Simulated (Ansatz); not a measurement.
Planning a run of Ansatz 0.2.0 on SiO2 (P6_322). The input:

```yaml
crystal:
  lattice:
    - [5.0690738885, 0.0, 0.0]
    - [-2.5345369442, 4.3899467611, 0.0]
    - [0.0, 0.0, 8.55848854]
  atoms:
    - { symbol: Si, position: [0.66666667, 0.33333333, 0.9371258] }
    - { symbol: Si, position: [0.66666667, 0.33333333, 0.5628742] }
    - { symbol: Si, position: [0.33333333, 0.66666667, 0.0628742] }
    - { symbol: Si, position: [0.33333333, 0.66666667, 0.4371258] }
    - { symbol: O, position: [0.0, 0.42125874, 0.0] }
    - { symbol: O, position: [0.42125874, 0.42125874, 0.5] }
    - { symbol: O, position: [0.57874126, 0.0, 0.5] }
    - { symbol: O, position: [0.57874126, 0.57874126, 0.0] }
    - { symbol: O, position: [0.0, 0.57874126, 0.5] }
    - { symbol: O, position: [0.66666667, 0.33333333, 0.75] }
    - { symbol: O, position: [0.33333333, 0.66666667, 0.25] }
    - { symbol: O, position: [0.42125874, 0.0, 0.0] }
  symmetry: { detect: false }
kpoints:
  mp_grid: { grid: [6, 6, 2] }
hamiltonian:
  xc: lda
  pseudopotentials: { kind: paw, azcp: { folder: soft_1 }, xc_functional: pbe }
scf:
  occupations: { method: fixed }
gw:
  n_empty_bands: 200
  ecut_chi: 60
  qp_bands: [v4, c4]
  qp_kpoints: band_edges
  screening: { model: contour_deformation }
```

```sh
ansatz run input.yaml --threads 2 --pin off --max-ram 92160MiB --backend cuda --events-out ev --progress --plain --runs-dir out --devices 1 --max-vram 13GiB
```

Question: How long will it take on 1 × NVIDIA H100 80GB HBM3 (shared by 6 runs) with 2 threads of AMD EPYC 7R13 (Zen 3), shared host, and how much memory?

It took 70 s; on shared hardware allow 35 s to 2.3 min. Peak host memory was 1.9 GiB. The sizes that set the cost: 3755 plane waves a state, 40 irreducible k points, 232 bands summed, 209 plane waves in the screening and 10 SCF cycles.

The screening grows as filled bands × empty bands × pairs of k points, times the square of the screening basis for the matrix.

[Paths, hosts, dates, memory and timing lines, banners, echoed tables and standing remarks are left out of the program output.]

[Logs are printed without paths, hosts, clocks, repeated set-up lines and the standing remarks that a program may print on its own settings, such as how far it seeks lower states.]

[Runs of the session that timed out or met a known fault of the program may be left out.]

[Cells called generated may have been cut or substituted from an entry of the Crystallography Open Database or the Materials Project.]

[Hosts, paths, dates, database ids (printed as entryN), source tags and the programs' standing remarks are cut or masked in the printed files.]
